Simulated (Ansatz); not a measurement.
# Direct or indirect: AlN (P6_3mc)

```
CELL_PARAMETERS angstrom
3.11300 0.00000 0.00000
-1.55650 2.69594 0.00000
0.00000 0.00000 4.98100
ATOMIC_POSITIONS crystal
Al 0.66667 0.33333 0.50000
Al 0.33333 0.66667 0.00000
N 0.66667 0.33333 0.88000
N 0.33333 0.66667 0.38000
```

Method: Ansatz, PBE, independent particles, without spin-orbit coupling, line width 0.2 eV (Gaussian). The band structure gives a fundamental gap of 4.21 eV. The spectrum of vertical transitions near the edge:

| E (eV) | Im ε, E ∥ xy | Im ε, E ∥ z |
| --- | --- | --- |
| 3.72 | 0.00 | 0.00 |
| 3.84 | 0.00 | 0.00 |
| 3.96 | 0.00 | 0.01 |
| 4.08 | 0.00 | 0.05 |
| 4.20 | 0.02 | 0.15 |
| 4.32 | 0.10 | 0.31 |
| 4.44 | 0.24 | 0.48 |
| 4.56 | 0.42 | 0.61 |
| 4.68 | 0.56 | 0.70 |
| 4.80 | 0.67 | 0.78 |
| 4.92 | 0.75 | 0.85 |
| 5.04 | 0.82 | 0.92 |
| 5.16 | 0.89 | 0.98 |
| 5.28 | 0.94 | 1.03 |
| 5.40 | 1.00 | 1.09 |
| 5.52 | 1.05 | 1.15 |

(1) Is the gap direct or indirect, and about where do vertical transitions set in?

Results:

(1) Direct: the band path has its least direct gap at the fundamental one, 4.21 eV, and the curves rise from there. Lines are broadened by 0.2 eV, which spreads the edge.

[Logs are printed without paths, hosts, clocks, repeated set-up lines and the standing remarks that a program may print on its own settings, such as how far it seeks lower states.]
